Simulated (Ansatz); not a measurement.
## Sensitivity of the G0W0 gap of Ta3N5 (Cmcm)

A base run on Ta3N5 (Cmcm), then changed inputs.

Main program and level: Ansatz 0.2.0; G0W0 on LDA, plane waves, PAW; PAW set soft_1.

## 1. Set-up

Symmetry: Cmcm, No. 63, orthorhombic system. Conventional cell: a = 3.886 Å, b = 10.212 Å, c = 10.262 Å, α = 90.00°, β = 90.00°, γ = 90.00°. Nearest to Ta lie 6 N at 2.04 to 2.14 Å. Nearest to Ta lie 6 N at 1.96 to 2.24 Å. Nearest to N lie 4 Ta at 2.06 to 2.22 Å. Nearest to N lie 3 Ta at 1.96 to 2.04 Å. Nearest to N lie 4 Ta at 2.03 to 2.24 Å. Farther neighbours and most contacts between anions are not listed.

As a file:

```
Ta N
1.0
     1.94310   -5.10590    0.00000
     1.94310    5.10590    0.00000
     0.00000    0.00000   10.26240
Ta N
6 10
Direct
  0.80290 0.19710 0.25000
  0.19710 0.80290 0.75000
  0.86545 0.13455 0.55906
  0.13455 0.86545 0.05906
  0.13455 0.86545 0.44094
  0.86545 0.13455 0.94094
  0.23678 0.76322 0.25000
  0.76322 0.23678 0.75000
  0.95299 0.04701 0.11949
  0.04701 0.95299 0.61949
  0.04701 0.95299 0.88051
  0.95299 0.04701 0.38051
  0.69138 0.30862 0.07378
  0.30862 0.69138 0.57378
  0.30862 0.69138 0.92622
  0.69138 0.30862 0.42622
```

The cell and positions come from the Crystallography Open Database and are kept as given unless a step says otherwise. Spin-orbit coupling is left out unless a step names it.

## 2. The base run: 4×4×2 mesh, 462 empty bands, screening to 100 eV, PAW set soft_1 files

Now the one-shot GW correction: screening in the RPA, then the self-energy of the levels asked for. This step takes PAW set soft_1 files.

Contents of input.yaml:

```yaml
crystal:
  lattice:
    - [1.9431, -5.1059, 0.0]
    - [1.9431, 5.1059, 0.0]
    - [0.0, 0.0, 10.2624]
  atoms:
    - { symbol: Ta, position: [0.8029, 0.1971, 0.25] }
    - { symbol: Ta, position: [0.1971, 0.8029, 0.75] }
    - { symbol: Ta, position: [0.86545, 0.13455, 0.55906] }
    - { symbol: Ta, position: [0.13455, 0.86545, 0.05906] }
    - { symbol: Ta, position: [0.13455, 0.86545, 0.44094] }
    - { symbol: Ta, position: [0.86545, 0.13455, 0.94094] }
    - { symbol: "N", position: [0.23678, 0.76322, 0.25] }
    - { symbol: "N", position: [0.76322, 0.23678, 0.75] }
    - { symbol: "N", position: [0.95299, 0.04701, 0.11949] }
    - { symbol: "N", position: [0.04701, 0.95299, 0.61949] }
    - { symbol: "N", position: [0.04701, 0.95299, 0.88051] }
    - { symbol: "N", position: [0.95299, 0.04701, 0.38051] }
    - { symbol: "N", position: [0.69138, 0.30862, 0.07378] }
    - { symbol: "N", position: [0.30862, 0.69138, 0.57378] }
    - { symbol: "N", position: [0.30862, 0.69138, 0.92622] }
    - { symbol: "N", position: [0.69138, 0.30862, 0.42622] }
kpoints:
  mp_grid: { grid: [4, 4, 2] }
hamiltonian:
  xc: lda
  pseudopotentials: { kind: paw, azcp: { folder: soft_1 }, xc_functional: pbe }
scf:
  occupations: { method: fixed }
gw:
  n_empty_bands: 462
  ecut_chi: 100
  qp_bands: [v4, c4]
  qp_kpoints: band_edges
  screening: { model: contour_deformation }
```

Run with:

```sh
$ ansatz run input.yaml --threads 2 --pin off --max-ram 92160MiB --backend cuda --events-out ev --progress --plain --runs-dir out --devices 1 --max-vram 13GiB
```

Numbers of over 12 decimals in the logs are rounded to 6 here.

The program printed:

```text
GPUs: using 1 of 1 available (devices: 1).
Engine: ansatz 0.2.0, x86_64-unknown-linux-gnu
Pseudopotentials: kind: paw
Pseudopotential: Ta, paw, valence charge 13, recommended cutoff 420 eV (normal), soft_1/Ta.paw.azcp
Pseudopotential: N, paw, valence charge 5, recommended cutoff 420 eV (normal), soft_1/N.paw.azcp
Functional definition: SPW92
  exchange = slater_x
  correlation = pw_c
device memory: the entry about to start is reckoned to put 3.2 GiB on a device that reports 52.3 GiB free (of which the cap on the GPU budget leaves the run 13.0 GiB)
GPU FFT provider: cuFFT
GPU libraries: cuBLAS 13.8.2, cuFFT 12.4.0, cuSOLVER 12.3.4
Crystal: 16 atoms, lattice volume = 203.632 Å³
Basis set: ecut = 420 eV, 3985 PW (Γ)
Bands: 80, of which v1, the nominal top of the filled ones, is band 64 counted from 1 (63 counted from 0)
Symmetry: 8 space group operations
Space group: Cmcm (ITA 63), of the structure as read, at distance tolerance 5.9e-5 Å
k-points: 14 of 32
Non-local potential: Ta, projectors of the file, l = 0: 3, l = 1: 2, l = 2: 2, l = 3: 1
Non-local potential: N, projectors of the file, l = 0: 2, l = 1: 2, l = 2: 1
PAW form: soft (Blöchl's): semilocal exchange-correlation on the pseudo side does not see the compensation charge
PAW frozen core: Ta, regenerated for the run's functional, and the local potential with it (the file was generated under x = pbe(κ = 0.804, μ = 0.219515), c = pbe(β = 0.066725))
PAW frozen core: N, regenerated for the run's functional, and the local potential with it (the file was generated under x = pbe(κ = 0.804, μ = 0.219515), c = pbe(β = 0.066725))
PAW one-centre angular grid: Ta, 590 points (default); XC on 64 Gauss nodes
PAW one-centre angular grid: N, 110 points (default); XC on 64 Gauss nodes
Initial density: superposition of atomic densities (chi_scale 0.1, normalization cell, long waves kept (reshape's long-wave potential 0.01 eV rms))
Initial wavefunctions: pseudopotential atomic-orbital guess
GPU buffer pool allocated for 115200 grid points (all kernels)
GPU transforms: local potential and band sums: pruned to the plane-wave sphere, on 40×40×72
Functional: x = slater, c = lda
SCF iter   1: F=—  HF=-61864.970500 eV  |F-HF|=—  |Δ(HF+E_count)|=         —  Δρ=1.10e-1  dr2=2.80e1  ethr=3.10e-3  ⟨swp⟩=4.5  Hψ=3833  notcnv=0  defer=190
preconditioner: auto → Resta (q_TF=auto, 2.525 Å⁻¹)  ε∞=6.3  [insulator: Δε(μ)=2.655 eV  Ē_g=10.129 eV  n_scr=56 (ndim 8)  ℏωp=23.3 eV  f_vac=0.013  ε∞_Penn≈6.3]
SCF iter   2: F=—  HF=-61858.267622 eV  |F-HF|=—  |Δ(HF+E_count)|=    6.70e0  Δρ=4.41e-2  dr2=2.58e0  ethr=3.10e-3  ⟨swp⟩=2.8  Hψ=2006  notcnv=0  defer=183
SCF iter   3: F=—  HF=-61857.720284 eV  |F-HF|=—  |Δ(HF+E_count)|=   5.47e-1  Δρ=2.26e-2  dr2=9.08e-1  ethr=2.01e-3  ⟨swp⟩=2.0  Hψ=1340  notcnv=0  defer=195
[...]
E_local      = -7373.115048  (includes V_loc(G=0)·N_el)
  E_nonlocal   = 335.132949
  E_hartree    = 2690.418017
  E_xc         = -2490.039322
  E_vxc        = -2141.640112  (∫ρ·V_xc dr)
  E_paw        = -49534.980711  (= ΣΔE_a)
  E_vpaw       = -857.478623  (= ΣTr[D̂ρ^β])
  E_aug_tail   = 0.009281  (compensation charges beyond the density's cutoff)
  E_ewald      = -9103.438537
  E_core_change = 2.354423  (= ΣΔE_core)
  E_smearing   = -0.000000  (= −TS)
  E_closure    = -0.000000  (closes the sum)
  Σ components = -61857.427208   (vs F -61857.427208, Δ=0.00e0)
--- Band table (eV; the first three rows and the last of 14) ---
  k-point 0: bands = [... 60 lower, 10.7078, 11.0238, 11.2545, 11.5047, 12.9008, 13.2184, 13.6041, 13.9085, ... 12 higher]
  k-point 1: bands = [... 60 lower, 10.8162, 10.8162, 10.9880, 10.9880, 13.0907, 13.0907, 13.9806, 13.9806, ... 12 higher]
  k-point 2: bands = [... 60 lower, 10.6254, 10.7514, 10.9152, 11.4205, 13.4283, 14.0203, 14.1446, 14.3602, ... 12 higher]
  k-point 13: bands = [... 60 lower, 10.3415, 10.3415, 10.9425, 10.9425, 13.0375, 13.0375, 14.1739, 14.1739, ... 12 higher]
--- G₀W₀: contour deformation, 7 samples at zero and on the imaginary axis and 1 off it, 32 q-points, 462 empty bands' worth ---
  eigenvalues of the whole cell's RPA ε∞ on this k-mesh (on a slab, of 1 + 4πα/V) = 10.9162, 10.9216, 14.1183; static W/v taken at q = 0 is 0.081359
  gw.qp_kpoints: band_edges: 13 of 14 stored k-points solved, in 1 pass; an edge of the gap read off the rows below is read off those points alone
    valence top: of the k-points left out ik 7 came nearest to being solved in a further pass, in band 64 (counted from 1, as in the quasiparticle table): it holds the edge there only if its correction is more favourable than any solved in that band by at least 0.859 eV; those differ by 0.091 eV
    conduction bottom: of the k-points left out ik 7 came nearest to being solved in a further pass, in band 66 (counted from 1, as in the quasiparticle table): it holds the edge there only if its correction is more favourable than any solved in that band by at least 1.112 eV; those differ by 0.068 eV
    ik  band        ε_KS         Σx   Σc(E_QP)       V_xc       Z   E_QP_lin       E_QP  E_QP is
     0    61     10.7078   -21.2017     2.9526   -18.3672  0.7440    10.8257    10.8260  root
     0    62     11.0238   -21.5509     2.9956   -18.7081  0.7440    11.1763    11.1767  root
     0    63     11.2545   -22.4630     3.0744   -19.5998  0.7511    11.4651    11.4658  root
     0    64     11.5047   -21.3368     2.5757   -18.9846  0.7504    11.7274    11.7282  root
     0    65     12.9008   -13.2976    -4.6296   -18.7893  0.7755    13.7788    13.7629  root
     0    66     13.2184   -13.7802    -4.4944   -19.1456  0.7715    14.1063    14.0894  root
     0    67     13.6041   -13.5220    -4.5719   -18.9585  0.7716    14.4859    14.4688  root
     0    68     13.9085   -13.1560    -5.1597   -19.2155  0.7633    14.8301    14.8083  root
[...]
13    65     13.0375   -13.5669    -4.4617   -18.8760  0.7723    13.9004    13.8848  root
    13    66     13.0375   -13.5669    -4.4617   -18.8760  0.7723    13.9004    13.8848  root
    13    67     14.1739   -13.2006    -4.4919   -18.5400  0.7671    15.0385    15.0213  root
    13    68     14.1739   -13.2006    -4.4919   -18.5400  0.7671    15.0385    15.0213  root
[key lines of the parts left out:]
SCF converged after 11 iterations
Free energy (F): -61857.427208 eV
Fermi energy:    11.504656 eV
```

Run time: 37 s. Hardware: 1 × NVIDIA H100 80GB HBM3 (shared by 6 runs) with 2 threads of AMD EPYC 7R13 (Zen 3), shared host; peak memory 2.1 GiB.

Numbers from this step:

```yaml
bands_summed: 526
rpa_eps_infinity_on_this_mesh_eigenvalues: 10.92, 10.92, 14.12
plane_waves_in_the_screening_matrix: 475
q_points_in_the_mesh: 32
g0w0_gap_on_the_mesh: 1.773 eV
k_of_the_valence_top: 0, 0, 0
k_of_the_conduction_bottom: -0.5, -0.5, 0
starting_gap_on_the_mesh: 1.155 eV
z_at_the_valence_top: 0.7504
z_at_the_conduction_bottom: 0.7788
least_direct_g0w0_gap_on_the_computed_points: 2.002 eV
```

The gap on the mesh goes from 1.16 eV to 1.77 eV, a correction of +0.62 eV. Between the two edge states, bare exchange in place of the xc potential would open the gap by 7.80 eV, and correlation takes back 7.18 eV.

## 3. Variant: accuracy level

Edit input.yaml of step 2 so:

```diff
@@ -35 +35,2 @@
   screening: { model: contour_deformation }
+accuracy: low
```

The program printed:

```text
settings of this run that can trade accuracy for cost: accuracy: low. Do not mix this run's numbers with those of runs without the same settings; the input reference describes each key
GPUs: using 1 of 1 available (devices: 1).
[...]
GPU FFT provider: cuFFT
GPU libraries: cuBLAS 13.8.2, cuFFT 12.4.0, cuSOLVER 12.3.4
Crystal: 16 atoms, lattice volume = 203.632 Å³
Basis set: ecut = 420 eV, 3985 PW (Γ)
Bands: 80, of which v1, the nominal top of the filled ones, is band 64 counted from 1 (63 counted from 0)
[... 1 set-up line as in the run before ...]
[...]
k-points: 14 of 32
[...]
GPU buffer pool allocated for 115200 grid points (all kernels)
[...]
SCF iter   1: F=—  HF=-61864.970500 eV  |F-HF|=—  |Δ(HF+E_count)|=         —  Δρ=1.10e-1  dr2=2.80e1  ethr=3.10e-3  ⟨swp⟩=4.5  Hψ=3833  notcnv=0  defer=190
[...]
SCF iter  11: F=-61857.427208 eV  HF=-61857.427208 eV  |F-HF|=3.93e-8  |Δ(HF+E_count)|=   1.76e-7  Δρ=5.87e-6  dr2=8.34e-8  ethr=7.81e-11  ⟨swp⟩=11.8  Hψ=4074  notcnv=0
SCF 1 converged in 11 iterations: F = -61857.427208 eV  dr2 = 8.34e-8
[...]
NSCF: frozen V_eff on 14 k-points
[...]
G₀W₀ screening: q 1/14
[... further progress lines ...]
[...]
SCF converged after 11 iterations
Free energy (F): -61857.427208 eV
[...]
Internal energy: -61857.427208 eV  (E = F + TS)
E sigma→0 (E₀):  -61857.427208 eV
Fermi energy:    11.504656 eV
[...]
--- Band table (eV; the first three rows and the last of 14) ---
  k-point 0: bands = [... 60 lower, 10.7078, 11.0238, 11.2545, 11.5047, 12.9008, 13.2184, 13.6041, 13.9085, ... 12 higher]
  k-point 1: bands = [... 60 lower, 10.8162, 10.8162, 10.9880, 10.9880, 13.0907, 13.0907, 13.9806, 13.9806, ... 12 higher]
  k-point 2: bands = [... 60 lower, 10.6254, 10.7514, 10.9152, 11.4205, 13.4283, 14.0203, 14.1446, 14.3602, ... 12 higher]
  k-point 13: bands = [... 60 lower, 10.3415, 10.3415, 10.9425, 10.9425, 13.0375, 13.0375, 14.1739, 14.1739, ... 12 higher]
[...]
0    61     10.7078   -21.2017     2.9528   -18.3672  0.7441    10.8259    10.8262  root
     0    62     11.0238   -21.5509     2.9958   -18.7081  0.7441    11.1765    11.1769  root
     0    63     11.2545   -22.4630     3.0746   -19.5998  0.7512    11.4654    11.4660  root
     0    64     11.5047   -21.3368     2.5757   -18.9846  0.7504    11.7274    11.7281  root
     0    65     12.9008   -13.2976    -4.6298   -18.7893  0.7756    13.7790    13.7627  root
     0    66     13.2184   -13.7802    -4.4945   -19.1456  0.7715    14.1064    14.0892  root
     0    67     13.6041   -13.5220    -4.5721   -18.9585  0.7716    14.4861    14.4686  root
     0    68     13.9085   -13.1560    -5.1592   -19.2155  0.7637    14.8306    14.8088  root
[...]
13    65     13.0375   -13.5669    -4.4618   -18.8760  0.7724    13.9005    13.8847  root
    13    66     13.0375   -13.5669    -4.4618   -18.8760  0.7724    13.9005    13.8847  root
    13    67     14.1739   -13.2006    -4.4920   -18.5400  0.7671    15.0386    15.0213  root
    13    68     14.1739   -13.2006    -4.4920   -18.5400  0.7671    15.0386    15.0213  root
```

Run time: 44 s. Hardware: 1 × NVIDIA H100 80GB HBM3 (shared by 6 runs) with 2 threads; peak memory 2.1 GiB.

The G0W0 gap on the mesh is 1.772 eV.

Against the base:

```csv
setting,base,variant
accuracy,-,low
```

```csv
quantity,variant,base
starting gap on the mesh,1.155,1.155
G0W0 gap on the mesh,1.772,1.773
least direct G0W0 gap on the computed points,2.002,2.002
Z at the valence top,0.750,0.750
Z at the conduction bottom,0.779,0.779
```

## 4. Summary of results

* base: 1.77 eV, 37 s
* accuracy level: 1.77 eV, 44 s

What this shows: Accuracy level: the gap moves by −0.0003 eV. All runs here use a coarse mesh and modest cutoffs; they test settings and are not final values. The many-body steps are scalar-relativistic: spin-orbit coupling is not in them.

[Paths, hosts, dates, memory and timing lines, banners, echoed tables and standing remarks are left out of the program output.]

[Logs are printed without paths, hosts, clocks, repeated set-up lines and the standing remarks that a program may print on its own settings, such as how far it seeks lower states.]

[Runs of the session that timed out or met a known fault of the program may be left out.]

[Cells called generated may have been cut or substituted from an entry of the Crystallography Open Database or the Materials Project.]

[Hosts, paths, dates, database ids (printed as entryN), source tags and the programs' standing remarks are cut or masked in the printed files.]
